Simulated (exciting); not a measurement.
# ZnS (Wurtzite-2H): the Zn K edge from the Bethe–Salpeter equation, part 2 of 3

Aim: the Zn K absorption edge of ZnS (Wurtzite-2H) with the electron–hole interaction treated explicitly, and what each term of the kernel does.

exciting sodium; X-ray absorption, core-level Bethe-Salpeter equation, exchange and statically screened direct term, Tamm-Dancoff, all-electron LAPW+lo LDA.

So far. Step 3 (A richer basis for the empty states): Against the first ground state the total energy moves by -11 meV an atom and the gap by 0.00 eV.

The database entry behind the starting cell differs from later determinations by our own check (about 0.4 % short), so it need not match the best structure at ambient conditions.

### 4. Screening, kernels and BSE for Zn atom 1

The absorber has 3 S at 2.31 Å and 1 S at 2.40 Å (distorted tetrahedral, site symmetry 3m).

The input, input.xml:

```
<input>
  <title>ZnS</title>
  <structure speciespath="." autormt="false" epslat="1.0e-5">
    <crystal>
      <basevect>7.2017462596 0.0000000000 0.0000000000</basevect>
      <basevect>-3.6008731298 6.2368952124 0.0000000000</basevect>
      <basevect>0.0000000000 0.0000000000 11.7805526588</basevect>
    </crystal>
    <species speciesfile="Zn.xml" rmt="2.240">
      <atom coord="0.6666666667 0.3333333333 0.5000000000"/>
      <atom coord="0.3333333333 0.6666666667 0.0000000000"/>
    </species>
    <species speciesfile="S.xml" rmt="2.002">
      <atom coord="0.6666666667 0.3333333333 0.8850000000"/>
      <atom coord="0.3333333333 0.6666666667 0.3850000000"/>
    </species>
  </structure>
  <groundstate do="skip" xctype="LDA_PW" ngridk="5 5 2" rgkmax="7" gmaxvr="14" nempty="8" swidth="0.001" maxscl="100" epsengy="1e-5"/>
  <xs xstype="BSE" ngridk="5 5 2" ngridq="5 5 2" vkloff="0.097 0.273 0.493" rgkmax="7" nempty="32" gqmax="3" lmaxapwwf="5" lmaxemat="2" broad="0.03050" tevout="true">
    <energywindow intv="348.766 350.383" points="439"/>
    <screening screentype="full" nempty="55"/>
    <BSE xas="true" xasspecies="1" xasatom="1" xasedge="K" bsetype="singlet" nstlxas="1 28"/>
    <qpointset>
      <qpoint>0 0 0</qpoint>
    </qpointset>
    <plan>
      <doonly task="xsgeneigvec"/>
      <doonly task="writepmatxs"/>
      <doonly task="scrgeneigvec"/>
      <doonly task="scrwritepmat"/>
      <doonly task="screen"/>
      <doonly task="scrcoulint"/>
      <doonly task="exccoulint"/>
    </plan>
  </xs>
</input>
```

The input, input.xml for the last start (plan only):

```
  <plan>
    <doonly task="bse"/>
  </plan>
```

The run is started by

```console
> OMP_NUM_THREADS=1 mpirun -n 2 exciting
> OMP_NUM_THREADS=2 exciting
```

Numbers of over 12 decimals in the logs are rounded to 6 here.

Log:

```text
| EXCITING SODIUM started for task xsgeneigvec ( 301)                          =
One-shot GS runs for BSE calculations
One-shot GS runs for k+qmt/2 grids
Info(xsgeneigvec): Generating eigenvectors for Q-point      1
Info(xsgeneigvec): Generation of eigenvectors finished
| EXCITING SODIUM started for task writepmatxs ( 320)                          =
Info(writepmatxs): Momentum matrix elements finished
| EXCITING SODIUM started for task scrgeneigvec ( 401)                         =
One-shot GS runs for BSE calculations
One-shot GS runs for k+qmt/2 grids
Info(xsgeneigvec): Generating eigenvectors for Q-point      1
Using screening GS parameters.
Info(xsgeneigvec): Generation of eigenvectors finished
| EXCITING SODIUM started for task scrwritepmat ( 420)                         =
Info(writepmatxs): Momentum matrix elements finished
Info(scrwritepmat): Momentum matrix elements for screening finished
| EXCITING SODIUM started for task screen ( 430)                               =
Info(screenlauncher): Calculating screening for unshifted q-grid.
Info(screenlauncher): Number of q points:      10
Info(screenlauncher): lowest (partially)  unoccupied state:     25
Info(screenlauncher): highest (partially) occupied state  :     24
Info(screenlauncher): number of occupied states considered:   24
Info(screenlauncher): number of unoccupied states considered:   56
Info(screenlauncher): Starting loop over q-points
Info(screenlauncher): Screening for unshifted q-grid finished
Info(screenlauncher): Screening finished
| EXCITING SODIUM started for task scrcoulint ( 440)                           =
Info(scrcoulintlauncher): Setting up screened Coulomb interaction matrix W.
Info(scrcoulintlauncher): Using momentum transfer vectors from list :   1 to  1
Info(scrcoulintlauncher): Calculating screened Coulomb interaction matrix W
Info(scrcoulintlauncher): Momentum transfer list index: iqmt=  1
Info(scrcoulintlauncher): Momentum transfer: vqmtl=   0.000   0.000   0.000
Info(scrcoulintlauncher): Calculating RR block of W
Info(scrcoulint): Inspecting occupations...
Info(setranges_modxs): Number of non-reduced k-points:       50
Info(setranges_modxs): Number of states considered:       57
Info(setranges_modxs): Number of (partially) occupied states:       12
Info(setranges_modxs): Highest (partially) occupied states:       24
Info(setranges_modxs): Number of (partially) unoccupied states:       33
Info(setranges_modxs): Lowest (partially) unoccupied states:       25
Info(scrcoulint): Selecting transitions...
Info(select_transitions): Inspecting transitions in the  band interval:
  lowest occupied state:   1
  highest occupied state:   2
  lowest unoccupied state:  25
  highest unoccupied state:  52
  Opening gap with a scissor of:      0.000/H      0.000/eV
Info(select_transitions): Number of participating transitions:    2800
Info(scrcoulint): Size of file SCCLI will be about     0.059581 GB
Info(scrcoulint): Using q-grid
Info(scrcoulint): Number of reduced q-points:     10
Info(scrcoulint): Number of non-reduced q-points:     50
Info(scrcoulint): Calculating W(G1,G2,qr) fourier coefficients
Info(scrcoulint): Calculating W matrix elements
Info(scrcoulintlauncher): Screened coulomb interaction finished for iqmt=   1
| EXCITING SODIUM started for task exccoulint ( 441)                           =
Info(exccoulintlauncher): Setting up exchange interaction matrix V.
Info(exccoulintlauncher): Using momentum transfer vectors from list :   1 to  1
Info(exccoulintlauncher):Calculating exchange interaction matrix V
Info(exccoulintlauncher): Momentum transfer list index: iqmt=  1
Info(exccoulintlauncher): Momentum transfer: vqmtl=   0.000   0.000   0.000
Info(exccoulintlauncher): Calculating RR block of V
Info(exccoulint): Inspecting occupations...
Info(setranges_modxs): Number of non-reduced k-points:       50
Info(setranges_modxs): Number of states considered:       57
Info(setranges_modxs): Number of (partially) occupied states:       12
Info(setranges_modxs): Highest (partially) occupied states:       24
Info(setranges_modxs): Number of (partially) unoccupied states:       33
Info(setranges_modxs): Lowest (partially) unoccupied states:       25
Info(exccoulint): Selecting transitions...
Info(select_transitions): Inspecting transitions in the  band interval:
  lowest occupied state:   1
  highest occupied state:   2
  lowest unoccupied state:  25
  highest unoccupied state:  52
  Opening gap with a scissor of:      0.000/H      0.000/eV
Info(select_transitions): Number of participating transitions:    2800
Info(exccoulint): Size of file EXCLI will be about     0.059581 GB
Info(exccoulint): Generating plane wave matrix elements for momentum transfer iqmt=   1
  Timing (in seconds)	   :     845.633
Info(exccoulint): Generating V matrix elements
Info(exccoulint): Zeroing Coulomb potential at G+qmt index:  1
Info(exccoulintlauncher): Exchange interaction finished for iqmt=   1
| EXCITING SODIUM started for task bse ( 445)                                  =
Info(bselauncher): Init time:    0.666742
Info(bselauncher): Setting up and diagonalizing BSE Hamiltonian.
Info(bselauncher): Using momentum transfer vectors from list :   1 to  1
Info(bselauncher): Distributing qmt-points over   1 processes.
Info(bselauncher): BSE type: singlet
Info(bselauncher): Momentum transfer list index: iqmt=  1
Info(bselauncher): Momentum transfer: vqmtl=   0.000   0.000   0.000
Info(bse): Inspecting occupations...
Info(setranges_modxs): Number of non-reduced k-points:       50
Info(setranges_modxs): Number of states considered:       57
Info(setranges_modxs): Number of (partially) occupied states:       12
Info(setranges_modxs): Highest (partially) occupied states:       24
Info(setranges_modxs): Number of (partially) unoccupied states:       33
Info(setranges_modxs): Lowest (partially) unoccupied states:       25
Info(select_transitions): Inspecting transitions in the  band interval:
  lowest occupied state:   1
  highest occupied state:   2
  lowest unoccupied state:  25
  highest unoccupied state:  52
  Opening gap with a scissor of:      0.000/H      0.000/eV
Info(select_transitions): Number of participating transitions:    2800
Info(bse): Selecting transitions...
Info(bse):bsegap (eV):  9503.503971
Info(bse): Assembling BSE matrix
  RR/RA blocks of global BSE-Hamiltonian:
  Size of the Hamiltonian:    2800
  Number of k-points:      50
  Distributing matrix to   1 processes
  Local matrix shape   2800 x  2800
Info(bse): max local RAM needed for BSE matrices ~     0.116825 GB
Info(setup_bse_block): Setting up RR part of hamiltonian
Info(setup_bse_block): Singlet spin state
Info(bse): Diagonalizing RR Hamiltonian (TDA)
Info(bse): Invoking Lapack routine ZHEEVR
      2800 eigen solutions found in the interval:
         i1=       1 i2=    2800
Info(bse): Writing excition energies and oscillator strengths to text file.
Info(makespectrum_dist): Making spectrum using formula for coupling with time reversed AR basis.
Info(makespectrum_dist): Using formalism for vanishing momentum transfer.
Info(writederived): Writing quantities derived from the macroscopic dielectric function.
Info(bselauncher): Spectrum finished for iqmt=  1
Info(bselauncher): All done for BSE type singlet
```

Wall time 26 min (2 MPI ranks of Arm Neoverse V1, shared host).

Wall time by task: xsgeneigvec 9.1 s, writepmatxs 10 s, scrgeneigvec 8.1 s, scrwritepmat 3.8 s, screen 4.4 min, scrcoulint 7 min, exccoulint 14 min, bse 20 s.

The Zn K spectrum of Zn atom 1 (energy from the Kohn–Sham onset, core level to the lowest empty state found on the meshes used, 9502.40 eV; the ground-state mesh sets it, and the shifted mesh has its lowest transition 1.10 eV above it; Im ε scaled to the maximum of the singlet run; cut below the end of the band set):

```csv
E (eV),isotropic,ε ⊥ c,ε ∥ c
-6.0,0.03,0.03,0.03
-5.5,0.03,0.03,0.03
-5.0,0.03,0.03,0.04
-4.5,0.04,0.04,0.04
-4.0,0.04,0.04,0.05
-3.5,0.05,0.05,0.05
-3.0,0.06,0.06,0.06
-2.5,0.07,0.07,0.08
-2.0,0.09,0.08,0.10
-1.5,0.11,0.11,0.12
-1.0,0.15,0.14,0.17
-0.5,0.22,0.20,0.24
0.0,0.34,0.32,0.38
0.5,0.54,0.51,0.62
1.0,0.71,0.65,0.81
1.5,0.75,0.68,0.89
2.0,0.82,0.73,0.99
2.5,0.95,0.86,1.13
3.0,0.99,0.96,1.05
3.5,0.92,0.95,0.87
4.0,0.87,0.92,0.77
4.5,0.80,0.86,0.69
5.0,0.72,0.75,0.64
5.5,0.66,0.69,0.62
6.0,0.63,0.66,0.57
6.5,0.63,0.67,0.56
7.0,0.64,0.67,0.58
7.5,0.63,0.64,0.60
8.0,0.59,0.58,0.60
8.5,0.55,0.53,0.59
9.0,0.56,0.53,0.62
9.5,0.62,0.58,0.71
10.0,0.68,0.65,0.75
10.5,0.67,0.66,0.69
11.0,0.62,0.62,0.64
11.5,0.62,0.61,0.64
12.0,0.65,0.64,0.66
12.5,0.65,0.65,0.64
13.0,0.62,0.63,0.59
13.5,0.58,0.60,0.55
14.0,0.54,0.56,0.51
14.5,0.51,0.52,0.48
15.0,0.49,0.50,0.47
15.5,0.47,0.49,0.44
16.0,0.47,0.48,0.45
16.5,0.49,0.50,0.47
17.0,0.51,0.52,0.48
17.5,0.52,0.52,0.50
18.0,0.52,0.51,0.53
```

Maxima (height): 2.8 eV (1.00), 7.0 eV (0.64), 10.2 eV (0.69) and 12.3 eV (0.65).

The Hamiltonian has 2800 rows. The lowest groups of eigenvalues and the brightest ones, on the scale above (the program counts from the shifted mesh's onset, 1.10 eV higher). Core spinors bring spin-forbidden partners, so dark means forbidden by spin or by symmetry, and the shifted mesh splits states that symmetry would keep together:

| energy (eV) | states within 10 meV | relative strength |
| --- | --- | --- |
| 0.071 | 2 | 0.0034 |
| 0.733 | 2 | 0.53 |
| 0.749 | 2 | 0.19 |
| 0.773 | 2 | 0.27 |
| 0.800 | 2 | 0.73 |
| 0.867 | 4 | 1.00 |
| 2.667 | 2 | 0.40 |
| 2.767 | 2 | 0.88 |
| 2.868 | 2 | 0.53 |
| 2.897 | 2 | 0.81 |

### 5. Independent particles

Edit input.xml of step 4 so:

```diff
@@ -21,3 +21,3 @@
     <screening screentype="full" nempty="55"/>
-    <BSE xas="true" xasspecies="1" xasatom="1" xasedge="K" bsetype="singlet" nstlxas="1 28"/>
+    <BSE xas="true" xasspecies="1" xasatom="1" xasedge="K" bsetype="IP" nstlxas="1 28"/>
     <qpointset>
@@ -26,9 +26,3 @@
     <plan>
-      <doonly task="xsgeneigvec"/>
-      <doonly task="writepmatxs"/>
-      <doonly task="scrgeneigvec"/>
-      <doonly task="scrwritepmat"/>
-      <doonly task="screen"/>
-      <doonly task="scrcoulint"/>
-      <doonly task="exccoulint"/>
+      <doonly task="bse"/>
     </plan>
```

The run is started by

```console
> OMP_NUM_THREADS=2 exciting
```

Log:

```text
| EXCITING SODIUM started for task bse ( 445)                                  =
Info(bselauncher): Init time:    0.667419
Info(bselauncher): Setting up and diagonalizing BSE Hamiltonian.
Info(bselauncher): Using momentum transfer vectors from list :   1 to  1
Info(bselauncher): Distributing qmt-points over   1 processes.
Info(bselauncher): BSE type: IP
Info(bselauncher): Momentum transfer list index: iqmt=  1
Info(bselauncher): Momentum transfer: vqmtl=   0.000   0.000   0.000
Info(bse): Inspecting occupations...
Info(setranges_modxs): Number of non-reduced k-points:       50
[...]
highest unoccupied state:  52
  Opening gap with a scissor of:      0.000/H      0.000/eV
Info(select_transitions): Number of participating transitions:    2800
Info(bse): Selecting transitions...
Info(bse):bsegap (eV):  9503.503971
Info(bse): IP requested, nothing much to do
Info(bse): Writing excition energies and oscillator strengths to text file.
Info(makespectrum_dist): Making spectrum using formula for coupling with time reversed AR basis.
Info(makespectrum_dist): Using formalism for vanishing momentum transfer.
Info(writederived): Writing quantities derived from the macroscopic dielectric function.
Info(bselauncher): Spectrum finished for iqmt=  1
Info(bselauncher): All done for BSE type IP
```

The job ended after 1.5 s (2 threads).

Maxima (height): 5.0 eV (0.79), 8.0 eV (0.67), 11.0 eV (0.69) and 13.2 eV (0.74). Against the singlet run the r.m.s. difference is 37 %. Moving the earlier curve by +2.5 eV leaves 17 %. The highest maximum lies at 5.0 eV (0.79), against 2.8 eV (1.00).

### 6. Exchange alone

Edit input.xml of step 5 so:

```diff
@@ -21,3 +21,3 @@
     <screening screentype="full" nempty="55"/>
-    <BSE xas="true" xasspecies="1" xasatom="1" xasedge="K" bsetype="IP" nstlxas="1 28"/>
+    <BSE xas="true" xasspecies="1" xasatom="1" xasedge="K" bsetype="RPA" nstlxas="1 28"/>
     <qpointset>
```

The run is started by

```console
> OMP_NUM_THREADS=2 exciting
```

Log:

```text
| EXCITING SODIUM started for task bse ( 445)                                  =
Info(bselauncher): Init time:    0.666650
Info(bselauncher): Setting up and diagonalizing BSE Hamiltonian.
Info(bselauncher): Using momentum transfer vectors from list :   1 to  1
Info(bselauncher): Distributing qmt-points over   1 processes.
Info(bselauncher): BSE type: RPA
Info(bselauncher): Momentum transfer list index: iqmt=  1
Info(bselauncher): Momentum transfer: vqmtl=   0.000   0.000   0.000
Info(bse): Inspecting occupations...
Info(setranges_modxs): Number of non-reduced k-points:       50
[...]
Info(setup_bse_block): Setting up RR part of hamiltonian
Info(setup_bse_block): Using RPA approximation
Info(bse): Diagonalizing RR Hamiltonian (TDA)
Info(bse): Invoking Lapack routine ZHEEVR
      2800 eigen solutions found in the interval:
         i1=       1 i2=    2800
Info(bse): Writing excition energies and oscillator strengths to text file.
Info(makespectrum_dist): Making spectrum using formula for coupling with time reversed AR basis.
Info(makespectrum_dist): Using formalism for vanishing momentum transfer.
Info(writederived): Writing quantities derived from the macroscopic dielectric function.
Info(bselauncher): Spectrum finished for iqmt=  1
Info(bselauncher): All done for BSE type RPA
```

The job ended after 21 s (2 threads).

Maxima (height): 5.0 eV (0.79), 8.0 eV (0.67), 11.0 eV (0.69) and 13.2 eV (0.74). The spectrum is that of the independent-particle run within 1 %.

### 7. Direct term alone

Edit input.xml of step 6 so:

```diff
@@ -21,3 +21,3 @@
     <screening screentype="full" nempty="55"/>
-    <BSE xas="true" xasspecies="1" xasatom="1" xasedge="K" bsetype="RPA" nstlxas="1 28"/>
+    <BSE xas="true" xasspecies="1" xasatom="1" xasedge="K" bsetype="triplet" nstlxas="1 28"/>
     <qpointset>
```

The run is started by

```console
> OMP_NUM_THREADS=2 exciting
```

Log:

```text
| EXCITING SODIUM started for task bse ( 445)                                  =
Info(bselauncher): Init time:    0.667403
Info(bselauncher): Setting up and diagonalizing BSE Hamiltonian.
Info(bselauncher): Using momentum transfer vectors from list :   1 to  1
Info(bselauncher): Distributing qmt-points over   1 processes.
Info(bselauncher): BSE type: triplet
Info(bselauncher): Momentum transfer list index: iqmt=  1
Info(bselauncher): Momentum transfer: vqmtl=   0.000   0.000   0.000
Info(bse): Inspecting occupations...
[...]
Info(setup_bse_block): Setting up RR part of hamiltonian
Info(setup_bse_block): Triplet spin state
Info(bse): Diagonalizing RR Hamiltonian (TDA)
Info(bse): Invoking Lapack routine ZHEEVR
      2800 eigen solutions found in the interval:
         i1=       1 i2=    2800
Info(bse): Writing excition energies and oscillator strengths to text file.
Info(makespectrum_dist): Making spectrum using formula for coupling with time reversed AR basis.
Info(makespectrum_dist): Using formalism for vanishing momentum transfer.
Info(writederived): Writing quantities derived from the macroscopic dielectric function.
Info(bselauncher): Spectrum finished for iqmt=  1
Info(bselauncher): All done for BSE type triplet
```

It took 21 s on 2 threads.

Maxima (height): 2.8 eV (1.00), 7.0 eV (0.64), 10.2 eV (0.69) and 12.3 eV (0.65). The spectrum is that of the singlet run within 1 %.

(Part 2 of 3 ends here.)

[Banner, clock and machine lines of the logs are left out without a mark of their own.]

[Logs are printed without paths, hosts, clocks, repeated set-up lines and the standing remarks that a program may print on its own settings, such as how far it seeks lower states.]

[Hosts, paths, dates, database ids (printed as entryN), source tags and the programs' standing remarks are cut or masked in the printed files.]
